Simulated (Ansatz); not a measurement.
# How KF (Carobbiite, Fm-3m) expands on warming

How much does KF (Carobbiite) expand with temperature?

Experimental results on record:
- volume expansion coefficient 104.4 1e-6/K and heat capacity C_P per formula unit 49 J/mol/K near room temperature (given in “High-Throughput Prediction of Finite-Temperature Properties using the Quasi-Harmonic Approximation”, 2016, arXiv:1603.06924)
- volume expansion coefficient 95.1 1e-6/K near room temperature (given in “Descriptors for thermal expansion in solids”, 2017, arXiv:1701.03966)

Method: DFT PBE+D3(BJ), scalar-relativistic, plane waves, PAW, in Ansatz 0.2.0.

## (1) Set-up

Symmetry: Fm-3m, No. 225, cubic system. The conventional cell has a = 5.344 Å, b = 5.344 Å, c = 5.344 Å, α = 90.00°, β = 90.00°, γ = 90.00°. Nearest to K lie 6 F at 2.67 Å. Nearest to F lie 6 K at 2.67 Å. Farther neighbours, and contacts between anions beyond the nearest, are not listed.

## (2) Probe on a coarse mesh

A cheap single point shows whether the cell is a metal or an insulator and how far it is from rest; that sets the k-mesh and the occupations of what follows.

The input, input.yaml:

```yaml
crystal:
  lattice:
    - [0.0, 2.67185, 2.67185]
    - [2.67185, 0.0, 2.67185]
    - [2.67185, 2.67185, 0.0]
  atoms:
    - { symbol: K, position: [0.0, 0.0, 0.0] }
    - { symbol: F, position: [0.5, 0.5, 0.5] }
kpoints:
  mp_grid: { grid: [6, 6, 6] }
hamiltonian:
  xc: pbe
  dispersion: d3bj
scf:
  occupations: { method: gaussian, width: 0.1 }
output:
  forces: true
  stress: true
  eigenvalues: true
```

Launch:

```bash
ansatz run input.yaml --threads 4 --pin off --max-ram 8192MiB --backend cpu --events-out ev --progress --plain --runs-dir out
```

The program printed:

```text
Engine: ansatz 0.2.0, aarch64-unknown-linux-gnu
Pseudopotentials: kind: paw
Pseudopotential: K, paw, valence charge 9, recommended cutoff 420 eV (normal), K.paw.azcp
Pseudopotential: F, paw, valence charge 7, recommended cutoff 420 eV (normal), F.paw.azcp
Functional definition: PBE
  parameter kappa = 0.804
  parameter beta = 0.066725
  exchange = pbe_x(kappa = kappa, mu = beta*pi^2/3)
  correlation = pbe_c(beta = beta)
Crystal: 2 atoms, lattice volume = 38.148 Å³
Basis set: ecut = 420 eV, 725 PW (Γ), exchange–correlation on 54×54×54 points (8 copies of the dense FFT grid, shifted against one another)
Bands: 12, of which v1, the nominal top of the filled ones, is band 8 counted from 1 (7 counted from 0)
Symmetry: 48 space group operations
Space group: Fm-3m (ITA 225), of the structure as read, at distance tolerance 3.4e-5 Å
k-points: 16 of 216
Non-local potential: K, projectors of the file, l = 0: 3, l = 1: 2, l = 2: 2
Non-local potential: F, projectors of the file, l = 0: 2, l = 1: 2, l = 2: 1
PAW form: soft (Blöchl's): semilocal exchange-correlation on the pseudo side does not see the compensation charge
PAW one-centre angular grid: K, 110 points (default); XC on 64 Gauss nodes
PAW one-centre angular grid: F, 110 points (default); XC on 64 Gauss nodes
Initial density: superposition of atomic densities (neutral atoms: chi_scale 0, normalization atom), corrected by the library's trained network
Initial wavefunctions: pseudopotential atomic-orbital guess
Functional: x = pbe(κ = 0.804, μ = 0.219515), c = pbe(β = 0.066725)
SCF iter   1: F=—  HF=-2349.112675 eV  |F-HF|=—  |Δ(HF+E_count)|=         —  Δρ=6.44e-4  dr2=7.27e-5  ethr=1.77e-3  ⟨swp⟩=5.5  Hψ=1178  notcnv=0
preconditioner: auto → none  [insulator: Δε(μ)=6.179 eV  Ē_g=17.604 eV  σ=0.100 eV  W_gap=1.00  n_scr=14 (ndim 8)  ℏωp=22.5 eV  f_vac=0.122  D(μ)=0.00/eV (n_scr^D=0)  ε∞_Penn≈2.6]
SCF iter   2: F=—  HF=-2349.112639 eV  |F-HF|=—  |Δ(HF+E_count)|=   3.58e-5  Δρ=9.96e-4  dr2=2.88e-4  ethr=4.54e-7  ⟨swp⟩=2.3  Hψ=459  notcnv=0
SCF iter   3: F=—  HF=-2349.112592 eV  |F-HF|=—  |Δ(HF+E_count)|=   4.71e-5  Δρ=4.09e-4  dr2=5.48e-5  ethr=4.54e-7  ⟨swp⟩=2.0  Hψ=304  notcnv=0
SCF iter   4: F=—  HF=-2349.112617 eV  |F-HF|=—  |Δ(HF+E_count)|=   2.55e-5  Δρ=2.04e-4  dr2=1.07e-5  ethr=3.43e-7  ⟨swp⟩=2.0  Hψ=304  notcnv=0
SCF iter   5: F=—  HF=-2349.112618 eV  |F-HF|=—  |Δ(HF+E_count)|=   1.16e-6  Δρ=1.42e-4  dr2=5.62e-6  ethr=6.71e-8  ⟨swp⟩=1.0  Hψ=192  notcnv=0
SCF iter   6: F=—  HF=-2349.112617 eV  |F-HF|=—  |Δ(HF+E_count)|=   9.67e-7  Δρ=7.16e-5  dr2=1.49e-6  ethr=3.51e-8  ⟨swp⟩=1.0  Hψ=192  notcnv=0
SCF iter   7: F=-2349.112617 eV  HF=-2349.112617 eV  |F-HF|=2.94e-8  |Δ(HF+E_count)|=   3.55e-7  Δρ=1.08e-5  dr2=3.48e-8  ethr=6.25e-10  ⟨swp⟩=3.0  Hψ=705  notcnv=0
SCF 1 converged in 7 iterations: F = -2349.112617 eV  dr2 = 3.48e-8
  greatest PAW one-centre occupation: 0.988 electrons in one spin orbital (limit 2), on the K atom at site 0 (counted from 0), in its partial waves of l = 0
SCF converged after 7 iterations
Free energy (F): -2349.112617 eV
Harris-Foulkes:  -2349.112617 eV  (|F-HF|=2.94e-8)
Internal energy: -2349.112617 eV  (E = F + TS)
E sigma→0 (E₀):  -2349.112617 eV
Fermi energy:    4.553024 eV
--- Per-component energies (eV) ---
  E_band       = -125.163382
  E_kinetic    = 462.340393
  E_local      = -1111.070719  (includes V_loc(G=0)·N_el)
  E_nonlocal   = 85.954198
  E_hartree    = 400.710060
  E_xc         = -216.471917
  E_vxc        = -269.093073  (∫ρ·V_xc dr)
  E_paw        = -982.198204  (= ΣΔE_a)
  E_vpaw       = -94.711530  (= ΣTr[D̂ρ^β])
  E_aug_tail   = 0.002067  (compensation charges beyond the density's cutoff)
  E_ewald      = -988.061939
  E_disp       = -0.316557  (pairwise vdW)
  E_smearing   = -0.000000  (= −TS)
  E_closure    = 0.000000  (closes the sum)
  Σ components = -2349.112617   (vs F -2349.112617, Δ=0.00e0)
--- Forces (eV/Å), atoms counted from 1 ---
  atom   1  K     -0.00000000     0.00000000    -0.00000000
  atom   2  F      0.00000000    -0.00000000     0.00000000
  max |Σ_I F_I| component: 2.81e-29 eV/Å
--- Stress (GPa, compression-positive) ---
        0.052595       0.000000      -0.000000
        0.000000       0.052595      -0.000000
       -0.000000      -0.000000       0.052595
  P = ⅓ Tr σ = 0.0526 GPa (0.526 kbar)
--- Band table (eV; the first three rows and the last of 16) ---
  k-point 0: bands = [... 4 lower, -7.9124, 1.4613, 1.4613, 1.4613, 7.6430, 12.1368, 12.1368, 12.1368]
  k-point 1: bands = [... 4 lower, -7.9217, 1.2296, 1.3715, 1.3715, 8.3847, 11.7593, 12.4903, 12.4903]
  k-point 2: bands = [... 4 lower, -7.9400, 0.8412, 1.1979, 1.1979, 9.9348, 11.5483, 13.1931, 13.1931]
  k-point 15: bands = [... 4 lower, -8.0310, 1.1429, 1.2689, 1.3429, 10.4143, 12.0808, 12.4002, 14.8955]
```

Run time: 0.47 s. Hardware: 4 threads of Arm Neoverse N1, shared host; peak memory 0.26 GiB; 1.2 s of CPU time.

Numbers from this step:

```
pressure          : 0.05260 GPa
gap on the k-mesh : 6.182 eV
volume per atom   : 19.07 Å³
```

The start is under 0.053 GPa at this level and looks like an insulator or semiconductor on this mesh.

## (3) Relaxation

Phonons are second derivatives about a minimum, so cell and atoms are relaxed first, inside the symmetry of the start.

input.yaml, the sections that differ from step 2:

```yaml
kpoints:
  mp_grid: { grid: [8, 8, 8] }
scf:
  occupations: { method: gaussian, width: 0.02 }
relax:
  adjacent_minimum: "off"
  f_tol: 0.005
  max_steps: 80
  cell: { stress_tol: 0.05 }
# crystal, hamiltonian, output: as in step 2
```

The program printed:

```text
[...]
Crystal: 2 atoms, lattice volume = 38.148 Å³
Basis set: ecut = 420 eV, 725 PW (Γ), exchange–correlation on 54×54×54 points (8 copies of the dense FFT grid, shifted against one another)
Bands: 12, of which v1, the nominal top of the filled ones, is band 8 counted from 1 (7 counted from 0)
Symmetry: 48 space group operations
[...]
k-points: 29 of 512
[...]
SCF iter   1: F=—  HF=-2349.112727 eV  |F-HF|=—  |Δ(HF+E_count)|=         —  Δρ=6.33e-4  dr2=7.12e-5  ethr=1.77e-3  ⟨swp⟩=6.1  Hψ=2282  notcnv=0
[...]
SCF iter   8: F=-2349.112678 eV  HF=-2349.112678 eV  |F-HF|=6.81e-9  |Δ(HF+E_count)|=   2.95e-8  Δρ=5.08e-6  dr2=7.90e-9  ethr=6.25e-10  ⟨swp⟩=4.6  Hψ=1295  notcnv=0
SCF 1 converged in 8 iterations: F = -2349.112678 eV  dr2 = 7.90e-9
[...]
relax step   1: F+E_penalty+E_count = -2349.11267832 eV  Δ(F+E_penalty+E_count) = +0.000e0 eV  max|allowed force component| = 2.041e-29 eV/Å  Δτ_max = 0.0000 Å  P = +0.055 GPa  Ω = 38.148 Å³  (8 SCF iters, dr2 threshold 1.00e-7 eV, accepted)
Crystal: 2 atoms, lattice volume = 38.210 Å³
[...]
iter 1 solved again at ethr=3.70e-8 eV; its pass at ethr=3.10e-3 eV (dr2=5.92e-6 eV) is discarded
[...]
SCF iter   4: F=-2349.112570 eV  HF=-2349.112570 eV  |F-HF|=4.47e-9  |Δ(HF+E_count)|=   5.76e-9  Δρ=5.37e-6  dr2=4.72e-9  ethr=4.65e-11  ⟨swp⟩=2.3  Hψ=1293  notcnv=0
SCF 2 converged in 4 iterations: F = -2349.112570 eV  dr2 = 4.72e-9
relax step   2: F+E_penalty+E_count = -2349.11257036 eV  Δ(F+E_penalty+E_count) = +1.080e-4 eV  max|allowed force component| = 8.382e-30 eV/Å  Δτ_max = 0.0000 Å  P = -0.005 GPa  Ω = 38.210 Å³  energy of the carried Pulay correction = -1.174e-4 eV  (4 SCF iters, dr2 threshold 7.43e-9 eV, accepted)
[...]
SCF iter   1: F=—  HF=-2349.112698 eV  |F-HF|=—  |Δ(HF+E_count)|=         —  Δρ=1.15e-5  dr2=1.79e-8  ethr=1.30e-6  ⟨swp⟩=2.3  Hψ=3043  notcnv=0
eigensolver tolerance schedule: the retry pair's looser diagonalisation over-reported the residual by 11651.22 of it (diagonalisation noise at an unbounded share of the residual, at the tolerance the schedule requests for it); recorded, not acted on — ethr = c·dr2/N_el stays at c = 1.0e-1
[...]
SCF iter   2: F=—  HF=-2349.112682 eV  |F-HF|=—  |Δ(HF+E_count)|=   1.59e-5  Δρ=9.96e-6  dr2=2.67e-8  ethr=1.12e-10  ⟨swp⟩=3.0  Hψ=687  notcnv=0
[...]
SCF iter   6: F=-2349.112682 eV  HF=-2349.112682 eV  |F-HF|=5.91e-12  |Δ(HF+E_count)|=  1.46e-11  Δρ=2.08e-7  dr2=1.24e-11  ethr=1.00e-12  ⟨swp⟩=3.4  Hψ=1431  notcnv=0
SCF 3 converged in 6 iterations: F = -2349.112682 eV  dr2 = 1.24e-11
relax step   3: F+E_penalty+E_count = -2349.11268171 eV  Δ(F+E_penalty+E_count) = -1.113e-4 eV  max|allowed force component| = 1.400e-29 eV/Å  Δτ_max = 0.0000 Å  P = +0.001 GPa  Ω = 38.210 Å³  stress off target by 1.20e-3 GPa  SCF on the basis re-selected at this cell (its energy is not comparable with the rows above)  (6 SCF iters)
basis re-selected at this cell: Δ(F+E_penalty+E_count) = -1.113e-4 eV, ΔP = +0.007 GPa vs the last step (what re-selecting the basis moved, of the pressure what is left beyond the Pulay correction that the steps carried, after the strain that the cell walked since its last selection, with what the two solves' SCF thresholds leave and, on support functions, any second-order correction that the steps lacked; it is no m [...]
SCF converged after 6 iterations
Free energy (F): -2349.112682 eV
[...]
Internal energy: -2349.112682 eV  (E = F + TS)
E sigma→0 (E₀):  -2349.112682 eV
Fermi energy:    4.536713 eV
[...]
--- Stress (GPa, compression-positive) ---
        0.001204      -0.000000      -0.000000
       -0.000000       0.001204      -0.000000
       -0.000000      -0.000000       0.001204
  P = ⅓ Tr σ = 0.0012 GPa (0.012 kbar)
--- Band table (eV; the first three rows and the last of 29) ---
  k-point 0: bands = [... 4 lower, -7.9295, 1.4502, 1.4502, 1.4502, 7.6231, 12.1209, 12.1209, 12.1209]
  k-point 1: bands = [... 4 lower, -7.9350, 1.3108, 1.3975, 1.3975, 8.0547, 11.8761, 12.3261, 12.3261]
  k-point 2: bands = [... 4 lower, -7.9479, 1.0156, 1.2733, 1.2733, 9.1313, 11.5374, 12.8323, 12.8323]
  k-point 28: bands = [... 4 lower, -8.0167, 1.0477, 1.2869, 1.2869, 11.1816, 11.1816, 12.6315, 14.7775]
--- Relaxed structure (2 steps of the walk, 2 accepted, 1 SCFs on fresh bases) ---
  F+E_penalty+E_count = -2349.11268171 eV   max|allowed force component| = 1.400e-29 eV/Å   (the final SCF, on the basis selected at the relaxed cell)
  cell:  # Å, volume = 38.2099 Å³
    - [0, 2.673306, 2.673306]
    - [2.673306, 0, 2.673306]
    - [2.673306, 2.673306, 0]
  atoms:
    - { symbol: K, position: [0, 0, 0] }
    - { symbol: F, position: [0.5, 0.5, 0.5] }
```

Elapsed: 1.8 s, on 4 threads; peak memory 0.29 GiB; 5.6 s of CPU time.

Little changed from the start: no atom moved by 0.005 Å and no cell edge by 0.1 %.

Numbers from this step:

```yaml
pressure: 0.001204 GPa
gap_on_the_k_mesh: 6.173 eV
volume_per_atom: 19.10 Å³
```

## (4) Tight relaxation

The relaxation is repeated with tighter thresholds on force and stress, since phonons are sensitive to what is left.

input.yaml, the sections that differ from step 3:

```yaml
crystal:
  lattice:
    - [0.0, 2.6733056767, 2.6733056767]
    - [2.6733056767, 0.0, 2.6733056767]
    - [2.6733056767, 2.6733056767, 0.0]
  atoms:
    - { symbol: K, position: [0.0, 0.0, 0.0] }
    - { symbol: F, position: [0.5, 0.5, 0.5] }
scf:
  occupations: { method: fixed }
relax:
  adjacent_minimum: "off"
  f_tol: 0.001
  max_steps: 60
  cell: { stress_tol: 0.01 }
# kpoints, hamiltonian, output: as in step 3
```

The program printed:

```text
[...]
Crystal: 2 atoms, lattice volume = 38.210 Å³
Basis set: ecut = 420 eV, 725 PW (Γ), exchange–correlation on 54×54×54 points (8 copies of the dense FFT grid, shifted against one another)
Bands: 12, of which v1, the nominal top of the filled ones, is band 8 counted from 1 (7 counted from 0)
Symmetry: 48 space group operations
[...]
k-points: 29 of 512
[...]
k-point 28: bands = [... 4 lower, -8.0167, 1.0477, 1.2869, 1.2869, 11.1816, 11.1816, 12.6315, 14.7775]
--- Relaxed structure (1 steps of the walk, 1 accepted, 1 SCFs on fresh bases) ---
[...]
cell:  # Å, volume = 38.2099 Å³
    - [0.0, 2.6733056767, 2.6733056767]
    - [2.6733056767, 0.0, 2.6733056767]
    - [2.6733056767, 2.6733056767, 0.0]
  atoms:
    - { symbol: K, position: [0.0, 0.0, 0.0] }
    - { symbol: F, position: [0.500000, 0.500000, 0.500000] }
[key lines of the parts left out:]
SCF converged after 7 iterations
Free energy (F): -2349.112682 eV
Fermi energy:    1.450251 eV
P = ⅓ Tr σ = 0.0012 GPa (0.012 kbar)
```

It took 1.3 s on 4 threads; peak memory 0.29 GiB; 4.1 s of CPU time.

Little changed from the start: no atom moved by 0.005 Å and no cell edge by 0.1 %.

Numbers from this step:

| Property | Result |
| --- | --- |
| pressure | 0.001219 GPa |

The residual pressure is 0.0012 GPa, small enough for phonons.

(Part 1 of 2 ends here.)

[Long decimals in the printed logs are rounded to 6 places.]

[Logs are printed without paths, hosts, clocks, repeated set-up lines and the standing remarks that a program may print on its own settings, such as how far it seeks lower states.]

[Hosts, paths, dates, database ids (printed as entryN), source tags and the programs' standing remarks are cut or masked in the printed files.]

[Where the starting crystal was built by hand or by swapping elements, it need not be the compound's stable phase.]

[A step with changed settings may run another functional than the one named; its input shows which.]

[Pressures of single members of a volume series are the stress at the run's cutoff; with an incomplete basis they can lie off −dE/dV of the same runs, and they are not shown converged.]
